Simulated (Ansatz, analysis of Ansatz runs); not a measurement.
# A hop of H in MgH2 (P4_2/mnm), charge +1, part 2 of 3

Aim: the barrier of one jump in MgH2 (P4_2/mnm) at charge +1: V_H hop (2.5 Å). The model is a cell of 72 host atoms with 1 H taken out; H is the atom that moves.

Ansatz 0.2.0; plane-wave PAW DFT, r2SCAN; nudged elastic band between two relaxed defect structures at fixed charge in a uniform background.

So far: Set-up; Relaxation of the start point, charge +1; Relaxation of the end point, charge +1.

### Step 4. Nudged elastic band, charge +1

5 movable images are laid between the ends on straight lines. Each image feels the true force across the path and a spring force along it. The highest image is set to climb to the top of the path.

This step: plane-wave PAW DFT, r2SCAN; nudged elastic band between two relaxed defect structures at fixed charge in a uniform background.

qp1.neb/input.yaml reads:

```yaml
crystal:
  lattice:
    - [8.97000988, 0.0, 0.0]
    - [0.0, 8.97000988, 0.0]
    - [0.0, 0.0, 8.98962369]
  atoms:
    - { symbol: Mg, position: [0.24856859, 0.25015176, 0.16635515] }
    - { symbol: Mg, position: [0.00504199, -0.00510169, 0.00018357] }
    - { symbol: H, position: [0.34673291, 0.34851442, 0.00019568] }
    - { symbol: H, position: [0.40073523, 0.09717352, 0.16782001] }
    - { symbol: H, position: [0.15254678, 0.15107153, 0.00018711] }
    - { symbol: H, position: [0.09759592, 0.40346477, 0.16824171] }
    - { symbol: Mg, position: [0.24736017, 0.25106152, 0.50019702] }
    - { symbol: Mg, position: [-0.00559442, 0.00553182, 0.33118655] }
    - { symbol: H, position: [0.34793104, 0.35501453, 0.33621972] }
    - { symbol: H, position: [0.39957103, 0.09825598, 0.50018354] }
    - { symbol: H, position: [0.15123427, 0.1548723, 0.33348045] }
    - { symbol: H, position: [0.09324727, 0.40110115, 0.50019441] }
    - { symbol: Mg, position: [0.24857147, 0.25015651, 0.83402915] }
    - { symbol: Mg, position: [-0.0056019, 0.00554105, 0.66917819] }
    - { symbol: H, position: [0.3479489, 0.35499361, 0.66417031] }
    - { symbol: H, position: [0.40072467, 0.09716126, 0.83254513] }
    - { symbol: H, position: [0.15122696, 0.15487155, 0.66690488] }
    - { symbol: H, position: [0.0975934, 0.40346603, 0.83213722] }
    - { symbol: Mg, position: [0.2533855, 0.74656104, 0.16837294] }
    - { symbol: Mg, position: [0.0003187, 0.50054724, 0.00019128] }
    - { symbol: H, position: [0.35010603, 0.84327471, 0.00016954] }
    - { symbol: H, position: [0.40627742, 0.5936455, 0.17057492] }
    - { symbol: H, position: [0.15664782, 0.6498505, 0.00017631] }
    - { symbol: H, position: [0.09989175, 0.90008782, 0.17160578] }
    - { symbol: Mg, position: [0.2266716, 0.77326071, 0.50017021] }
    - { symbol: Mg, position: [-0.00120128, 0.50002097, 0.33378031] }
    - { symbol: H, position: [0.35140227, 0.84109942, 0.34115311] }
    - { symbol: H, position: [0.15881868, 0.64854829, 0.34115658] }
    - { symbol: H, position: [0.08538841, 0.91460323, 0.50018067] }
    - { symbol: Mg, position: [0.25338192, 0.74655409, 0.83196989] }
    - { symbol: Mg, position: [-0.00120319, 0.50002967, 0.66659962] }
    - { symbol: H, position: [0.3514119, 0.84108349, 0.65918761] }
    - { symbol: H, position: [0.40628058, 0.59363789, 0.82979737] }
    - { symbol: H, position: [0.15881921, 0.64854389, 0.65919327] }
    - { symbol: H, position: [0.09988415, 0.90008113, 0.82874729] }
    - { symbol: Mg, position: [0.75381136, 0.24612132, 0.16415609] }
    - { symbol: Mg, position: [0.49938539, -0.00037719, 0.00017909] }
    - { symbol: H, position: [0.85101654, 0.34582068, 0.00019206] }
    - { symbol: H, position: [0.90359819, 0.09627462, 0.16450235] }
    - { symbol: H, position: [0.65404045, 0.14899704, 0.00019134] }
    - { symbol: H, position: [0.60325865, 0.39674394, 0.1543144] }
    - { symbol: Mg, position: [0.7500943, 0.24984882, 0.50019059] }
    - { symbol: Mg, position: [0.49990305, 0.00114795, 0.33376887] }
    - { symbol: H, position: [0.84079107, 0.35181568, 0.33354735] }
    - { symbol: H, position: [0.89937387, 0.10052239, 0.50017904] }
    - { symbol: H, position: [0.64805999, 0.15920721, 0.33354599] }
    - { symbol: H, position: [0.5890269, 0.41097457, 0.50018714] }
    - { symbol: Mg, position: [0.75380671, 0.2461237, 0.83622629] }
    - { symbol: Mg, position: [0.49990046, 0.00114153, 0.66659035] }
    - { symbol: H, position: [0.84077974, 0.35182856, 0.66683237] }
    - { symbol: H, position: [0.90359415, 0.09627594, 0.83586798] }
    - { symbol: H, position: [0.64805419, 0.15920655, 0.66683132] }
    - { symbol: H, position: [0.60325429, 0.39673678, 0.84607421] }
    - { symbol: Mg, position: [0.74979191, 0.75136856, 0.16635847] }
    - { symbol: Mg, position: [0.49760498, 0.50234318, 0.00019464] }
    - { symbol: H, position: [0.84891785, 0.84734795, 0.0001919] }
    - { symbol: H, position: [0.90274007, 0.59916263, 0.16783392] }
    - { symbol: H, position: [0.65140576, 0.65324601, 0.0001909] }
    - { symbol: H, position: [0.59651416, 0.90239115, 0.16823849] }
    - { symbol: Mg, position: [0.74886484, 0.75257545, 0.50019198] }
    - { symbol: Mg, position: [0.517561, 0.4823725, 0.31693955] }
    - { symbol: H, position: [0.84509897, 0.84867115, 0.33348544] }
    - { symbol: H, position: [0.9016453, 0.60032829, 0.5001872] }
    - { symbol: H, position: [0.64489678, 0.6520372, 0.33621192] }
    - { symbol: H, position: [0.59886175, 0.90672735, 0.50018224] }
    - { symbol: Mg, position: [0.74979841, 0.75137049, 0.83402494] }
    - { symbol: Mg, position: [0.51758351, 0.48236815, 0.68344503] }
    - { symbol: H, position: [0.84510171, 0.84868006, 0.66689072] }
    - { symbol: H, position: [0.90274551, 0.59916765, 0.83255026] }
    - { symbol: H, position: [0.64492436, 0.65202651, 0.66417522] }
    - { symbol: H, position: [0.59651253, 0.90238591, 0.83212779] }
total_charge: 1
basis:
  ecutwfc: 500
  xc_grid: 2
hamiltonian:
  xc: r2scan
kpoints:
  mp_grid: { grid: [1, 1, 1] }
scf:
  occupations: { method: fixed }
  max_iter: 100
output:
  forces: true
neb:
  images: 5
  f_tol: 0.05
  climbing: true
  initial_path: linear
  max_iterations: 45
  order_check: true
  final_atoms:
    - { symbol: Mg, position: [0.24918819, 0.24942896, 0.16636745] }
    - { symbol: Mg, position: [-0.00601647, 0.00594944, 0.00018075] }
[... 4 atom lines left out ...]
    - { symbol: Mg, position: [0.25007392, 0.24831814, 0.50018646] }
[... 1 atom line left out ...]
    - { symbol: H, position: [0.35388254, 0.34896077, 0.3361799] }
[... 5 atom lines left out ...]
    - { symbol: H, position: [0.35388496, 0.34896091, 0.66419565] }
[... 6 atom lines left out ...]
    - { symbol: H, position: [0.39579036, 0.60418311, 0.15434069] }
[... 10 atom lines left out ...]
    - { symbol: H, position: [0.39578895, 0.60417949, 0.84603138] }
[... 8 atom lines left out ...]
    - { symbol: Mg, position: [0.77203072, 0.22789476, 0.50019376] }
[... 4 atom lines left out ...]
    - { symbol: H, position: [0.40996211, 0.58998906, 0.50019382] }
[... 12 atom lines left out ...]
    - { symbol: Mg, position: [0.75162281, 0.74986606, 0.50018573] }
    - { symbol: Mg, position: [0.48136601, 0.51856781, 0.31697992] }
[... 2 atom lines left out ...]
    - { symbol: H, position: [0.65096838, 0.6460738, 0.33617968] }
[... 2 atom lines left out ...]
    - { symbol: Mg, position: [0.48137287, 0.51856901, 0.68339574] }
[... 2 atom lines left out ...]
    - { symbol: H, position: [0.65097584, 0.6460689, 0.66419514] }
    - { symbol: H, position: [0.59832801, 0.90369898, 0.83253454] }
```

Launch:

```console
$ ansatz run input.yaml --threads 4 --pin off --max-ram 7536MiB --backend cpu --events-out ev --progress --plain --runs-dir out
```

Numbers of over 12 decimals in the logs are rounded to 6 here.

What it wrote:

```text
[...]
Warning: neb: disabling space-group detection — the band's intermediate images generally break the endpoint symmetry, so no spatial operation reduces the k-mesh or symmetrises the density, except that a semilocal band can use its path's symmetry ahead of [...]
[...]
parallel-image band execution: 4 concurrent image workers
NEB image 0
Crystal: 71 atoms, lattice volume = 723.315 Å³
Basis set: ecut = 500 eV, 18333 PW (Γ), exchange–correlation on 144×144×144 points (8 copies of the dense FFT grid, shifted against one another)
Bands: 214, of which v1, the nominal top of the filled ones, is band 143 counted from 1 (142 counted from 0)
Symmetry: 1 space group operations
k-points: 1
[...]
SCF iter   1: F=-47004.182432 eV  HF=-47004.391440 eV  |F-HF|=2.09e-1  |Δ(HF+E_count)|=         —  Δρ=1.40e-2  dr2=7.04e-1  dr2_τ=1.03e-1  ethr=1.77e-3  ⟨swp⟩=6.0  Hψ=609  notcnv=0  defer=69
[...]
SCF iter   7: F=-47004.552373 eV  HF=-47004.552373 eV  |F-HF|=5.08e-9  |Δ(HF+E_count)|=   9.77e-8  Δρ=1.55e-6  dr2=1.50e-8  dr2_τ=2.76e-10  ethr=3.50e-11  ⟨swp⟩=4.0  Hψ=547  notcnv=0
SCF 1 converged in 7 iterations: F = -47004.552373 eV  dr2 = 1.50e-8
[...]
NSCF: frozen V_eff on 1 k-points
NEB image 6
SCF iter   1: F=-47004.182291 eV  HF=-47004.391554 eV  |F-HF|=2.09e-1  |Δ(HF+E_count)|=         —  Δρ=1.40e-2  dr2=7.04e-1  dr2_τ=1.03e-1  ethr=1.77e-3  ⟨swp⟩=6.0  Hψ=609  notcnv=0  defer=69
[...]
SCF iter   7: F=-47004.552397 eV  HF=-47004.552397 eV  |F-HF|=5.06e-9  |Δ(HF+E_count)|=   9.73e-8  Δρ=1.54e-6  dr2=1.48e-8  dr2_τ=2.74e-10  ethr=3.50e-11  ⟨swp⟩=4.0  Hψ=547  notcnv=0
SCF 2 converged in 7 iterations: F = -47004.552397 eV  dr2 = 1.48e-8
[...]
NEB end point (image 0): max|allowed force component| = 4.102e-3 eV/Å (the criterion of neb.relax_end_points is 1.000e-2)
NEB end point (image 6): max|allowed force component| = 5.371e-3 eV/Å (the criterion of neb.relax_end_points is 1.000e-2)
NEB image 1
SCF iter   1: F=-47004.019437 eV  HF=-47004.230675 eV  |F-HF|=2.11e-1  |Δ(HF+E_count)|=         —  Δρ=1.40e-2  dr2=6.97e-1  dr2_τ=1.05e-1  ethr=1.77e-3  ⟨swp⟩=5.0  Hψ=613  notcnv=0  defer=67
[...]
SCF iter   7: F=-47004.383731 eV  HF=-47004.383731 eV  |F-HF|=5.15e-9  |Δ(HF+E_count)|=   7.52e-8  Δρ=1.53e-6  dr2=1.43e-8  dr2_τ=2.61e-10  ethr=3.50e-11  ⟨swp⟩=4.0  Hψ=542  notcnv=0
SCF 3 converged in 7 iterations: F = -47004.383731 eV  dr2 = 1.43e-8
NEB image 2
SCF iter   1: F=-47003.759434 eV  HF=-47003.975892 eV  |F-HF|=2.16e-1  |Δ(HF+E_count)|=         —  Δρ=1.41e-2  dr2=6.91e-1  dr2_τ=1.06e-1  ethr=1.77e-3  ⟨swp⟩=5.0  Hψ=613  notcnv=0  defer=67
[...]
SCF iter   7: F=-47004.122592 eV  HF=-47004.122592 eV  |F-HF|=5.60e-9  |Δ(HF+E_count)|=   6.47e-8  Δρ=1.41e-6  dr2=1.24e-8  dr2_τ=2.15e-10  ethr=3.50e-11  ⟨swp⟩=4.0  Hψ=545  notcnv=0
SCF 4 converged in 7 iterations: F = -47004.122592 eV  dr2 = 1.24e-8
NEB image 3
SCF iter   1: F=-47003.642495 eV  HF=-47003.861140 eV  |F-HF|=2.19e-1  |Δ(HF+E_count)|=         —  Δρ=1.41e-2  dr2=6.89e-1  dr2_τ=1.07e-1  ethr=1.77e-3  ⟨swp⟩=5.0  Hψ=614  notcnv=0  defer=65
[...]
SCF iter   7: F=-47004.005132 eV  HF=-47004.005132 eV  |F-HF|=5.00e-9  |Δ(HF+E_count)|=   6.12e-8  Δρ=1.29e-6  dr2=1.02e-8  dr2_τ=1.70e-10  ethr=3.50e-11  ⟨swp⟩=4.0  Hψ=542  notcnv=0
SCF 5 converged in 7 iterations: F = -47004.005132 eV  dr2 = 1.02e-8
NEB image 4
SCF iter   1: F=-47003.760331 eV  HF=-47003.975919 eV  |F-HF|=2.16e-1  |Δ(HF+E_count)|=         —  Δρ=1.40e-2  dr2=6.91e-1  dr2_τ=1.06e-1  ethr=1.77e-3  ⟨swp⟩=5.0  Hψ=613  notcnv=0  defer=67
[...]
SCF iter   7: F=-47004.122377 eV  HF=-47004.122377 eV  |F-HF|=6.26e-9  |Δ(HF+E_count)|=   6.36e-8  Δρ=1.46e-6  dr2=1.34e-8  dr2_τ=2.29e-10  ethr=3.50e-11  ⟨swp⟩=4.0  Hψ=545  notcnv=0
SCF 6 converged in 7 iterations: F = -47004.122377 eV  dr2 = 1.34e-8
NEB image 5
SCF iter   1: F=-47004.019329 eV  HF=-47004.230767 eV  |F-HF|=2.11e-1  |Δ(HF+E_count)|=         —  Δρ=1.40e-2  dr2=6.97e-1  dr2_τ=1.05e-1  ethr=1.77e-3  ⟨swp⟩=5.0  Hψ=613  notcnv=0  defer=67
[...]
SCF iter   7: F=-47004.383630 eV  HF=-47004.383630 eV  |F-HF|=5.11e-9  |Δ(HF+E_count)|=   7.49e-8  Δρ=1.54e-6  dr2=1.44e-8  dr2_τ=2.62e-10  ethr=3.50e-11  ⟨swp⟩=4.0  Hψ=542  notcnv=0
SCF 7 converged in 7 iterations: F = -47004.383630 eV  dr2 = 1.44e-8
NEB iter   1: max|band force component| = 9.244e-1 eV/Å  barrier→ = 0.5472 eV  barrier← = 0.5473 eV  Δτ_max = 0.1252 Å  (49 SCF iters)
NEB image 1
[...]
iter 1 solved again at ethr=3.85e-5 eV; its pass at ethr=3.10e-3 eV (dr2=1.10e-1 eV) is discarded
[...]
SCF iter   6: F=-47004.426283 eV  HF=-47004.426283 eV  |F-HF|=1.30e-9  |Δ(HF+E_count)|=   5.11e-7  Δρ=1.45e-6  dr2=1.59e-8  dr2_τ=5.17e-10  ethr=3.50e-11  ⟨swp⟩=4.0  Hψ=647  notcnv=0
SCF 8 converged in 6 iterations: F = -47004.426283 eV  dr2 = 1.59e-8
NEB image 2
[...]
SCF iter   7: F=-47004.226643 eV  HF=-47004.226643 eV  |F-HF|=1.20e-8  |Δ(HF+E_count)|=   2.04e-7  Δρ=1.76e-6  dr2=2.15e-8  dr2_τ=5.74e-10  ethr=3.50e-11  ⟨swp⟩=4.0  Hψ=623  notcnv=0
SCF 9 converged in 7 iterations: F = -47004.226643 eV  dr2 = 2.15e-8
NEB image 3
[...]
SCF iter   7: F=-47004.131914 eV  HF=-47004.131914 eV  |F-HF|=2.03e-8  |Δ(HF+E_count)|=   3.56e-7  Δρ=2.28e-6  dr2=3.31e-8  dr2_τ=1.18e-9  ethr=3.50e-11  ⟨swp⟩=4.0  Hψ=623  notcnv=0
SCF 10 converged in 7 iterations: F = -47004.131914 eV  dr2 = 3.31e-8
NEB image 4
[...]
SCF iter   7: F=-47004.225507 eV  HF=-47004.225507 eV  |F-HF|=1.24e-8  |Δ(HF+E_count)|=   2.07e-7  Δρ=1.80e-6  dr2=2.22e-8  dr2_τ=6.03e-10  ethr=3.50e-11  ⟨swp⟩=4.0  Hψ=623  notcnv=0
SCF 11 converged in 7 iterations: F = -47004.225507 eV  dr2 = 2.22e-8
NEB image 5
[...]
SCF iter   6: F=-47004.425012 eV  HF=-47004.425012 eV  |F-HF|=1.48e-9  |Δ(HF+E_count)|=   6.64e-7  Δρ=1.62e-6  dr2=2.03e-8  dr2_τ=4.46e-10  ethr=3.50e-11  ⟨swp⟩=4.0  Hψ=647  notcnv=0
SCF 12 converged in 6 iterations: F = -47004.425012 eV  dr2 = 2.03e-8
NEB iter   2: max|band force component| = 1.541e-1 eV/Å  barrier→ = 0.4205 eV  barrier← = 0.4205 eV  CI = image 3  Δτ_max = 0.0589 Å  (33 SCF iters)
NEB image 1
[...]
SCF iter   6: F=-47004.443528 eV  HF=-47004.443528 eV  |F-HF|=7.28e-12  |Δ(HF+E_count)|=   1.09e-7  Δρ=9.29e-7  dr2=5.42e-9  dr2_τ=2.47e-10  ethr=3.50e-11  ⟨swp⟩=4.0  Hψ=540  notcnv=0
SCF 13 converged in 6 iterations: F = -47004.443528 eV  dr2 = 5.42e-9
NEB image 2
[...]
SCF 43 converged in 6 iterations: F = -47004.348285 eV  dr2 = 1.16e-8
NEB point between images 5 and 6
[...]
SCF iter   6: F=-47004.517667 eV  HF=-47004.517667 eV  |F-HF|=8.70e-9  |Δ(HF+E_count)|=   8.46e-7  Δρ=1.32e-6  dr2=1.16e-8  dr2_τ=3.44e-10  ethr=3.50e-11  ⟨swp⟩=4.0  Hψ=646  notcnv=0
SCF 44 converged in 6 iterations: F = -47004.517667 eV  dr2 = 1.16e-8
NEB iter   4: max|band force component| = 2.444e-2 eV/Å  barrier→ = 0.3804 eV  barrier← = 0.3804 eV  CI = image 3  Δτ_max = 0.0000 Å  (167 SCF iters)
NEB image 3
[...]
SCF iter   2: F=-47004.171995 eV  HF=-47004.171995 eV  |F-HF|=1.27e-8  |Δ(HF+E_count)|=   1.93e-8  Δρ=1.48e-6  dr2=1.83e-8  dr2_τ=2.66e-10  ethr=1.66e-11  ⟨swp⟩=3.0  Hψ=445  notcnv=0
SCF 45 converged in 2 iterations: F = -47004.171995 eV  dr2 = 1.83e-8
[...]
the band table was solved once a step of the walk had ended and its energy, with any forces and stress, was formed, with the checks that follow a solve (710 applications of the Hamiltonian). They found nothing against the state; [...]
SCF converged after 2 iterations
Free energy (F): -47004.171995 eV
[...]
Internal energy: -47004.171995 eV  (E = F + TS)
E sigma→0 (E₀):  -47004.171995 eV
Fermi energy:    1.437832 eV
[...]
--- Forces (eV/Å), atoms counted from 1 ---
  atom   1  Mg     0.00207704     0.00184697     0.00623342
  atom   2  Mg    -0.00003984     0.00005397     0.00000207
  [... 4 atoms left out ...]
  atom   7  Mg     0.00724894     0.00694866     0.00003276
  [... 1 atom left out ...]
  atom   9  H     -0.00411048    -0.00433194    -0.00327631
  [... 5 atoms left out ...]
  atom  15  H     -0.00408518    -0.00430571     0.00328767
  [... 26 atoms left out ...]
  atom  42  Mg     0.00095196    -0.00098204     0.00001858
  [... 4 atoms left out ...]
  atom  47  H      0.00020674    -0.00026306     0.00006574
  [... 12 atoms left out ...]
  atom  60  Mg    -0.00689003    -0.00721009     0.00003151
  atom  61  Mg     0.00018537    -0.00000409    -0.02433120
  [... 2 atoms left out ...]
  atom  64  H      0.00431141     0.00404202    -0.00327628
  [... 2 atoms left out ...]
  atom  67  Mg     0.00012971    -0.00003852     0.02444935
  [... 2 atoms left out ...]
  atom  70  H      0.00432641     0.00405891     0.00328773
  [... 1 atom left out ...]
  max |Σ_I F_I| component: 9.02e-3 eV/Å
--- Band table (eV) ---
[...]
this run last wrote the band of iteration 4 to <dir>
--- NEB band (7 images, 4 band iterations, 279 SCF iterations) ---
  forward barrier  = 0.380378 eV
  backward barrier = 0.380402 eV
  climbing image's point = a first-order saddle point (lowest curvatures found: -1.01 and 0.52 eV/Å²)
  energies are F+E_penalty+E_count in eV, relative to image 0
  image     s (Å)  Δ vs image 0  max|band force component| (eV/Å)
      0    0.0000      0.000000                                 —
      1    0.4325      0.106945                          1.800e-2
      2    0.8650      0.293042                          2.116e-2
  *   3    1.2975      0.380378                          2.444e-2
      4    1.7290      0.293623                          2.111e-2
      5    2.1605      0.108020                          1.794e-2
      6    2.5921     -0.000024                                 —
  saddle-point geometry (image 3):
  cell:  # Å, volume = 723.3148 Å³
    - [8.97000988, 0.0, 0.0]
    - [0.0, 8.97000988, 0.0]
    - [0.0, 0.0, 8.98962369]
  atoms:
    - { symbol: Mg, position: [0.247378, 0.248328, 0.166333] }
    - { symbol: Mg, position: [-0.000495, 0.000438, 0.000184] }
    - { symbol: H, position: [0.346535, 0.347499, 0.000187] }
    - { symbol: H, position: [0.400144, 0.095583, 0.167904] }
    - { symbol: H, position: [0.150219, 0.151208, 0.000187] }
    - { symbol: H, position: [0.094634, 0.401119, 0.167906] }
    - { symbol: Mg, position: [0.250424, 0.251378, 0.500188] }
    - { symbol: Mg, position: [-0.000534, 0.000474, 0.330700] }
    - { symbol: H, position: [0.346720, 0.347690, 0.328487] }
    - { symbol: H, position: [0.399223, 0.095273, 0.500186] }
    - { symbol: H, position: [0.151092, 0.152093, 0.334570] }
    - { symbol: H, position: [0.094323, 0.400205, 0.500187] }
    - { symbol: Mg, position: [0.247378, 0.248329, 0.834042] }
    - { symbol: Mg, position: [-0.000533, 0.000475, 0.669667] }
    - { symbol: H, position: [0.346719, 0.347689, 0.671889] }
    - { symbol: H, position: [0.400144, 0.095583, 0.832469] }
    - { symbol: H, position: [0.151092, 0.152094, 0.665803] }
    - { symbol: H, position: [0.094634, 0.401120, 0.832468] }
    - { symbol: Mg, position: [0.249539, 0.750403, 0.165972] }
    - { symbol: Mg, position: [-0.000510, 0.500445, 0.000187] }
    - { symbol: H, position: [0.347827, 0.847093, 0.000185] }
    - { symbol: H, position: [0.400189, 0.599744, 0.159843] }
    - { symbol: H, position: [0.152841, 0.652122, 0.000185] }
    - { symbol: H, position: [0.098221, 0.901727, 0.168339] }
    - { symbol: Mg, position: [0.233354, 0.766586, 0.500185] }
    - { symbol: Mg, position: [-0.000506, 0.500455, 0.333593] }
    - { symbol: H, position: [0.353229, 0.838348, 0.339166] }
    - { symbol: H, position: [0.161585, 0.646717, 0.339166] }
    - { symbol: H, position: [0.091192, 0.908760, 0.500183] }
    - { symbol: Mg, position: [0.249538, 0.750402, 0.834398] }
    - { symbol: Mg, position: [-0.000507, 0.500455, 0.666782] }
    - { symbol: H, position: [0.353230, 0.838347, 0.661204] }
    - { symbol: H, position: [0.400188, 0.599744, 0.840534] }
    - { symbol: H, position: [0.161583, 0.646718, 0.661205] }
    - { symbol: H, position: [0.098221, 0.901728, 0.832029] }
    - { symbol: Mg, position: [0.749454, 0.250487, 0.165985] }
    - { symbol: Mg, position: [0.499498, 0.000453, 0.000187] }
    - { symbol: H, position: [0.846107, 0.348781, 0.000186] }
    - { symbol: H, position: [0.900753, 0.099178, 0.168318] }
    - { symbol: H, position: [0.651151, 0.153844, 0.000186] }
    - { symbol: H, position: [0.598793, 0.401158, 0.159849] }
    - { symbol: Mg, position: [0.765555, 0.234383, 0.500185] }
    - { symbol: Mg, position: [0.499484, 0.000446, 0.333593] }
    - { symbol: H, position: [0.837376, 0.354231, 0.339172] }
    - { symbol: H, position: [0.907722, 0.092205, 0.500184] }
    - { symbol: H, position: [0.645697, 0.162575, 0.339172] }
    - { symbol: H, position: [0.499486, 0.500465, 0.500191] }
    - { symbol: Mg, position: [0.749455, 0.250487, 0.834387] }
    - { symbol: Mg, position: [0.499484, 0.000447, 0.666781] }
    - { symbol: H, position: [0.837375, 0.354231, 0.661199] }
    - { symbol: H, position: [0.900753, 0.099178, 0.832050] }
    - { symbol: H, position: [0.645697, 0.162578, 0.661198] }
    - { symbol: H, position: [0.598794, 0.401157, 0.840529] }
    - { symbol: Mg, position: [0.751612, 0.752562, 0.166334] }
    - { symbol: Mg, position: [0.499498, 0.500447, 0.000189] }
    - { symbol: H, position: [0.848742, 0.849715, 0.000187] }
    - { symbol: H, position: [0.904350, 0.599788, 0.167903] }
    - { symbol: H, position: [0.652435, 0.653416, 0.000187] }
    - { symbol: H, position: [0.598829, 0.905315, 0.167906] }
    - { symbol: Mg, position: [0.748559, 0.749513, 0.500187] }
    - { symbol: Mg, position: [0.499483, 0.500452, 0.309597] }
    - { symbol: H, position: [0.847857, 0.848839, 0.334570] }
    - { symbol: H, position: [0.904656, 0.600704, 0.500186] }
    - { symbol: H, position: [0.652244, 0.653227, 0.328485] }
    - { symbol: H, position: [0.599743, 0.905625, 0.500187] }
    - { symbol: Mg, position: [0.751614, 0.752564, 0.834041] }
    - { symbol: Mg, position: [0.499485, 0.500453, 0.690785] }
    - { symbol: H, position: [0.847857, 0.848839, 0.665802] }
    - { symbol: H, position: [0.904350, 0.599788, 0.832470] }
    - { symbol: H, position: [0.652245, 0.653228, 0.671891] }
    - { symbol: H, position: [0.598829, 0.905316, 0.832467] }
```

Run time: 6 min. Hardware: 4 threads of Arm Neoverse V2, shared host; peak memory 3.4 GiB; 19 min of CPU time.

Reading the cycles: dr2 is the Hartree energy of the density residual (eV), the measure of convergence; HF is the Harris–Foulkes estimate of the energy, which meets the free energy F at convergence.

The path, image by image:

```tsv
image	path (Å)	energy (eV)	H47: x, y, z (Å)
0	0.000	0.0000	5.284, 3.686, 4.496
1	0.432	0.1069	5.054, 3.915, 4.496
2	0.865	0.2930	4.776, 4.193, 4.496
3	1.298	0.3804	4.480, 4.489, 4.497
4	1.729	0.2936	4.185, 4.784, 4.496
5	2.161	0.1080	3.908, 5.062, 4.496
6	2.592	0.0000	3.677, 5.292, 4.497
```

This step gave:

```
free energy      : -47004.1720 eV
barrier forward  : 0.3804 eV
barrier backward : 0.3804 eV
end less start   : -2.37e-5 eV
hop length       : 2.271 Å
```

[end of part 2 of 3]

[Logs are printed without paths, hosts, clocks, repeated set-up lines and the standing remarks that a program may print on its own settings, such as how far it seeks lower states.]

[Hosts, paths, dates, database ids (printed as entryN), source tags and the programs' standing remarks are cut or masked in the printed files.]
